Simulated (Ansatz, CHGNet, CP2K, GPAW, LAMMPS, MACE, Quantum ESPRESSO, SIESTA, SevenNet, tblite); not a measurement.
# tblite runs on liquid 67SiO2-18Na2O-15SrO (mol %) at 3000 K (111 atoms)

Aim: run liquid 67SiO2-18Na2O-15SrO (mol %) at 3000 K (111 atoms) in tblite and see how near its forces come to a plane-wave reference, and at what cost.

Method: the method is named at each step, in tblite 0.8.0.

**1. The starting structure**

The cell holds 111 atoms: 26 Si, 14 Na, 6 Sr and 65 O. Cell: a = 12.399 Å, b = 12.399 Å, c = 12.399 Å, α = 90.0°, β = 90.0°, γ = 90.0°. 111 atoms (26 Si, 14 Na, 6 Sr, 65 O) placed at random at 2.73 g/cm³, melted at 4000 K for 10 ps at fixed volume with the Morse and Coulomb pair potential with partial charges (Pedone, Malavasi, Menziani, Cormack and Segre, J. Phys. Chem. B 110, 11780 (2006)). Snapshot at the end of a hold of 10 ps at 3000 K and zero pressure.

The yardstick, on the same geometry:

```
method                                           : Kohn-Sham DFT, PBE, PAW, plane waves (Ansatz 0.2.0); cutoff 420 eV, Γ point, fermi-dirac smearing of 0.05 eV; PAW set soft_2
r.m.s. force component                           : 3.415 eV/Å
longest force                                    : 17 eV/Å
pressure                                         : 4.402 GPa
gap (highest filled to lowest empty level) : 0.402 eV
SCF cycles                                       : 13
time                                             : 45 s on 4 threads of Arm Neoverse V1, shared host
CPU time                                         : 2.9 min
```

**2. GFN1-xTB**

Method: GFN1-xTB tight binding, diagonalisation.

run.py reads:

```python
import numpy as np
from ase.io import read
from tblite.ase import TBLite

atoms = read("structure.xyz")
atoms.calc = TBLite(method="GFN1-xTB", electronic_temperature=580, accuracy=1.0, max_iterations=250, mixer_damping=0.4, verbosity=1)
energy = atoms.get_potential_energy()
forces = atoms.get_forces()
print(f"energy {energy:.6f} eV")
print("forces (eV/A)")
for i, (a, f) in enumerate(zip(atoms, forces)):
    print(f"{i:4d} {a.symbol:2s} {f[0]:10.5f} {f[1]:10.5f} {f[2]:10.5f}")
stress = -atoms.get_stress(voigt=False) * 160.21766
print("stress (GPa, compression positive)")
for row in stress:
    print(" ".join(f"{x:10.4f}" for x in row))
print("charges (e)")
print(np.array2string(atoms.get_charges(), precision=4, suppress_small=True, max_line_width=110, threshold=100000))
```

structure.xyz reads:

```xyz
111
Lattice="12.39939 0.00000 0.00000 0.00000 12.39939 0.00000 0.00000 0.00000 12.39939" Properties=species:S:1:pos:R:3 pbc="T T T"
Si 8.44485 6.22276 2.42098
Si 2.81032 6.59164 10.63793
Si 1.76158 6.32604 5.26453
Si 9.09793 1.08693 1.89934
Si 6.44632 0.98860 7.44794
Si 6.35692 11.52722 2.22668
Si 11.72263 2.77201 9.36092
Si 8.59885 10.16961 11.33081
Si 1.86226 6.98644 8.15235
Si 2.27541 0.09448 6.75705
Si 11.69498 8.97691 10.73415
Si 11.37483 6.17006 8.68007
Si 11.39578 0.91136 3.93792
Si 3.33816 8.33909 3.33271
Si 0.75711 9.90934 8.36612
Si 6.40862 8.19538 2.87765
Si 11.74904 4.90594 4.64531
Si 0.68631 3.02111 2.37647
Si 6.21085 11.47266 10.07587
Si 4.10817 2.51956 2.76370
Si 4.35095 0.03125 12.39170
Si 6.34812 7.92371 6.10447
Si 4.04914 1.50082 9.23271
Si 6.70745 3.81058 2.16506
Si 0.01376 2.31993 6.39288
Si 4.54574 0.27886 4.65200
Na 9.97097 0.49684 7.85737
Na 3.21330 9.48082 0.16975
Na 9.80271 0.14544 10.80049
Na 4.70532 10.91568 7.12171
Na 0.53751 10.08988 4.91685
Na 5.28549 4.58418 10.92473
Na 2.53481 9.42974 10.38945
Na 10.16589 7.78310 5.36881
Na 3.44195 4.61939 6.00354
Na 5.20526 7.70634 8.90822
Na 1.00237 10.55188 2.62805
Na 8.23778 6.83913 11.79207
Na 6.16770 8.62452 11.96343
Na 0.91941 6.24532 1.53021
Sr 4.10817 5.83466 1.67689
Sr 8.19724 5.18642 6.28289
Sr 10.37345 3.92156 0.01748
Sr 2.41615 2.85310 11.73962
Sr 8.89111 8.44659 8.65031
Sr 10.78921 10.01387 2.12960
O 2.71001 5.18716 4.49379
O 9.90612 1.01663 0.71681
O 7.62042 11.25046 10.68369
O 3.06451 0.53937 8.21534
O 1.68991 8.68255 8.64411
O 4.01988 7.78979 10.76317
O 3.06798 11.88978 0.11903
O 11.50614 4.42075 9.24660
O 10.52646 5.05164 5.36088
O 2.58341 6.33001 9.18596
[... 51 atom lines left out ...]
O 5.30694 10.51952 10.47252
O 3.32341 12.18500 5.61668
O 1.39518 1.40225 6.48922
O 5.81395 0.65779 6.01346
```

Launch:

```console
> OMP_NUM_THREADS=1 python run.py > output.txt
```

What it wrote:

```text
------------------------------------------------------------
  cycle        total energy    energy error   density error
------------------------------------------------------------
      1     -309.5953569662  -3.1167890E+02   1.0369044E+00
      2      5011.744958019   5.3213403E+03   3.3239201E+00
      3      2773.713556812  -2.2380314E+03   1.9589789E+00
      4      13.78205230371  -2.7599315E+03   7.3596876E-01
      5      93.45284239026   7.9670790E+01   8.6635741E-01
      6     -301.9701405603  -3.9542298E+02   3.6881967E-01
      7     -369.8190588393  -6.7848918E+01   2.6355931E-01
      8     -370.9910250385  -1.1719662E+00   2.2383131E-01
      9     -165.7526736220   2.0523835E+02   5.1502307E-01
     10     -211.9093240738  -4.6156650E+01   4.4196547E-01
     11     -274.0133686301  -6.2104045E+01   3.6028743E-01
     12     -285.5599139719  -1.1546545E+01   3.3846019E-01
     13     -262.5183558760   2.3041558E+01   3.8612728E-01
     14     -300.0059265939  -3.7487571E+01   3.0851015E-01
     15     -325.3680119330  -2.5362085E+01   2.4378018E-01
     16     -354.4719206693  -2.9103909E+01   1.5215935E-01
     17     -365.2880509577  -1.0816130E+01   9.1551881E-02
     18     -365.3943365033  -1.0628555E-01   9.0281541E-02
     19     -369.9703625741  -4.5760261E+00   4.8105954E-02
     20     -370.3838651523  -4.1350258E-01   4.1284209E-02
     21     -371.3889509622  -1.0050858E+00   2.1073983E-02
     22     -371.4812322759  -9.2281314E-02   1.7498252E-02
     23     -371.5824754863  -1.0124321E-01   1.2691819E-02
     24     -371.6374561106  -5.4980624E-02   8.9867580E-03
[...]
35     -371.6642739335  -1.1679697E-05   5.0175679E-04
     36     -371.6642879102  -1.3976705E-05   3.9434105E-04
     37     -371.6642973361  -9.4258622E-06   2.5850559E-04
     38     -371.6643023107  -4.9746635E-06   1.6684964E-04
     39     -371.6643047132  -2.4024987E-06   1.1959692E-04
     40     -371.6643060406  -1.3273900E-06   8.6451988E-05
     41     -371.6643069339  -8.9330075E-07   4.1219289E-05
     42     -371.6643070335  -9.9548686E-08   1.9739214E-05
------------------------------------------------------------
 total:                                  10.256 sec
energy -10113.500930 eV
forces (eV/A)
   0 Si   -1.73939    2.04234    1.12670
   1 Si    1.29341    3.40355    8.43453
   2 Si   -1.23725   -0.63568  -10.41664
   3 Si   -8.62101    1.11920    3.31027
   4 Si    1.02085   -2.55634   -1.00120
   5 Si    3.39895   -2.36451    3.64836
   6 Si   -3.05044   -1.15168   -0.80942
   7 Si    2.79321   -2.59427   -1.42735
   8 Si   -5.84822    5.57649   -8.68248
   9 Si    0.97578    2.41524    3.00097
  10 Si   -4.09358   -3.53867   -4.21803
  11 Si   -6.78044   -2.10076    3.18416
  12 Si    0.42669   -3.23770   -0.09173
  13 Si   -0.71056    2.32054    3.28744
  14 Si   -0.57107    1.79941   -1.70444
  15 Si   -0.00999   -0.02783    1.57185
  16 Si    5.88244   -2.26416   -5.73930
  17 Si    1.63668    0.26756    7.75038
  18 Si    6.99203   11.31919   -7.61765
  19 Si   -5.49604    0.48472   -1.77790
  20 Si   11.55080    6.95069   -1.47175
  21 Si   -4.75540    0.90013   -1.40285
  22 Si   -1.03106   -3.29439    0.25822
  23 Si    2.31012    0.98762   -4.16477
[...]
103 O    -1.08200    3.83506    2.17505
 104 O    -0.14291   -1.39389   -0.52600
 105 O    -1.22559    1.58880   -1.22699
 106 O     2.32856    0.01136    4.36848
 107 O   -12.05572  -12.49267    4.67225
 108 O     1.23735   -1.55770   -1.82009
 109 O    -0.37703    0.49617   -0.81423
 110 O    -2.44108   -0.82226   -2.84642
stress (GPa, compression positive)
    0.0359     1.7969     0.0468
    1.7969    -7.4700    -1.0061
    0.0468    -1.0061     0.3641
charges (e)
[ 0.7839  0.7317  0.8273  0.7941  0.7607  0.8672  0.7415  0.7355  0.8746  0.8217  0.8272  0.8018  0.8077
  0.7554  0.8144  0.8253  0.8101  0.7847  0.8037  0.8356  0.8246  0.7256  0.7806  0.8285  0.8333  0.8794
  0.9632  0.9744  1.0087  1.0664  0.9312  0.9035  1.0356  0.9556  1.0755  0.9499  0.9161  0.941   0.9778
  0.9804  1.0525  1.0099  1.0525  1.0113  1.0044  1.0245 -0.7836 -0.6839 -0.5066 -0.5244 -0.5232 -0.9688
 -0.6755 -0.5585 -0.6818 -0.4349 -0.4853 -0.5435 -0.5646 -0.4842 -0.7045 -0.8968 -0.8324 -0.9041 -0.7743
 -0.576  -0.5164 -0.7741 -0.4489 -0.8643 -0.8395 -0.7295 -0.7478 -0.4201 -0.5844 -0.6304 -0.7526 -0.6886
 -0.7719 -0.4957 -0.5964 -0.4215 -0.462  -0.422  -0.9276 -0.5289 -0.7637 -0.4781 -0.5156 -0.4783 -0.8396
 -0.8448 -0.5642 -0.6151 -0.8593 -0.5286 -0.7428 -0.5353 -0.381  -0.4407 -0.5701 -0.4605 -0.7876 -0.704
 -0.7247 -0.5438 -0.4765 -0.6876 -0.4593 -0.4519 -0.5281]
```

The job ended after 11 s (1 thread of Arm Neoverse V1, shared host; peak memory 0.15 GiB).

Banners, paths, timers and routine set-up lines are dropped from the logs unmarked, and long logs keep their key lines alone; longer cuts are marked.

Compared with the plane-wave run:

```
r.m.s. force component                  : 3.549 eV/Å
r.m.s. difference of force components   : 902 meV/Å
longest difference of force vectors     : 6369 meV/Å
force difference over r.m.s. force      : 26.42 %
slope of forces against the reference's : 1.005
correlation of force components         : 0.9672
pressure                                : -2.357 GPa
pressure difference                     : -6.759 GPa
```

Length of the force difference by element (eV/Å):

| element | atoms | mean | most |
| --- | --- | --- | --- |
| Na | 14 | 2.0 | 6.4 |
| O | 65 | 0.98 | 3.2 |
| Si | 26 | 1.5 | 2.8 |
| Sr | 6 | 1.0 | 2.1 |

A closer look about O65, which has 4 bonded neighbours where the commonest count for O is 2: 10 atoms, nearest first, numbered in the order of the input, with positions taken from that point.

| atom | x | y | z | distance (Å) | bonds | Mulliken charge (e) | Fx | Fy | Fz (eV/Å) |
| --- | --- | --- | --- | --- | --- | --- | --- | --- | --- |
| O65 | 0.00 | 0.00 | 0.00 | 0.00 | 4 | -0.77 | -1.80 | -0.64 | 0.64 |
| Si12 | 1.12 | -0.54 | 1.05 | 1.62 | 4 | 0.80 | -6.78 | -2.10 | 3.18 |
| Sr45 | -1.37 | 1.73 | 1.02 | 2.43 | 5 | 1.00 | 0.82 | -0.03 | 0.63 |
| O99 | 2.41 | -0.05 | 0.53 | 2.47 | 2 | -0.38 | 5.74 | 0.88 | -2.19 |
| Na34 | -0.09 | 1.07 | -2.26 | 2.51 | 2 | 0.96 | -0.07 | -0.90 | 0.19 |
| O76 | 0.84 | 0.53 | 2.46 | 2.65 | 3 | -0.63 | -0.15 | 1.78 | 0.90 |
| O55 | 0.27 | -1.66 | -2.27 | 2.83 | 2 | -0.68 | -12.21 | 1.97 | 4.25 |
| Sr42 | -2.06 | -1.53 | -1.35 | 2.90 | 4 | 1.01 | 0.42 | 1.04 | -0.93 |
| O63 | -2.69 | 1.04 | -0.68 | 2.96 | 3 | -0.83 | 10.22 | -0.86 | 5.25 |
| O54 | 1.25 | -2.29 | 1.61 | 3.07 | 2 | -0.56 | -1.91 | 3.25 | -0.13 |

Atoms are counted from 1 here, from 0 in the log.

Forces lie 26 % from the reference's, at 0.064 times its CPU time (on 1 against 4 cores).

**3. Results**

```json
{"force difference from the reference": "tblite GFN1-xTB, 26 %", "its CPU time": "11 s"}
```

**Reading.** Tight binding differs by 26 % (tblite GFN1-xTB); it is another model, with fitted parameters of its own, and the xTB methods hold dispersion. One electronic-structure run takes under half the reference's CPU time: tblite GFN1-xTB, at 26 % in 11 s against 2.9 min; its pressure misses by -6.8 GPa. Periodic xTB results under one method name differ between programs and library versions. The frame stands for 3000 K, but pressures are static and levels are smeared at 580 K, under the temperature of the frame, which matters where levels are partly filled. The network of bonds at the start is that of the classical potential that made the cell, and needn't be the one that DFT or experiment would give. The reference's stress is far from hydrostatic: its diagonal is 6.6, 0.7, 6.0 GPa, compression counted positive. The electronic-structure runs sample only Γ, in a cell whose shortest periodic width is 12 Å.

[Also dropped from logs without a mark: logging warnings of Python, and SIESTA's first energy breakdown and zero terms.]

[Logs are printed without paths, hosts, clocks, repeated set-up lines and the standing remarks that a program may print on its own settings, such as how far it seeks lower states.]

[Hosts, paths, dates, database ids (printed as entryN), source tags and the programs' standing remarks are cut or masked in the printed files.]
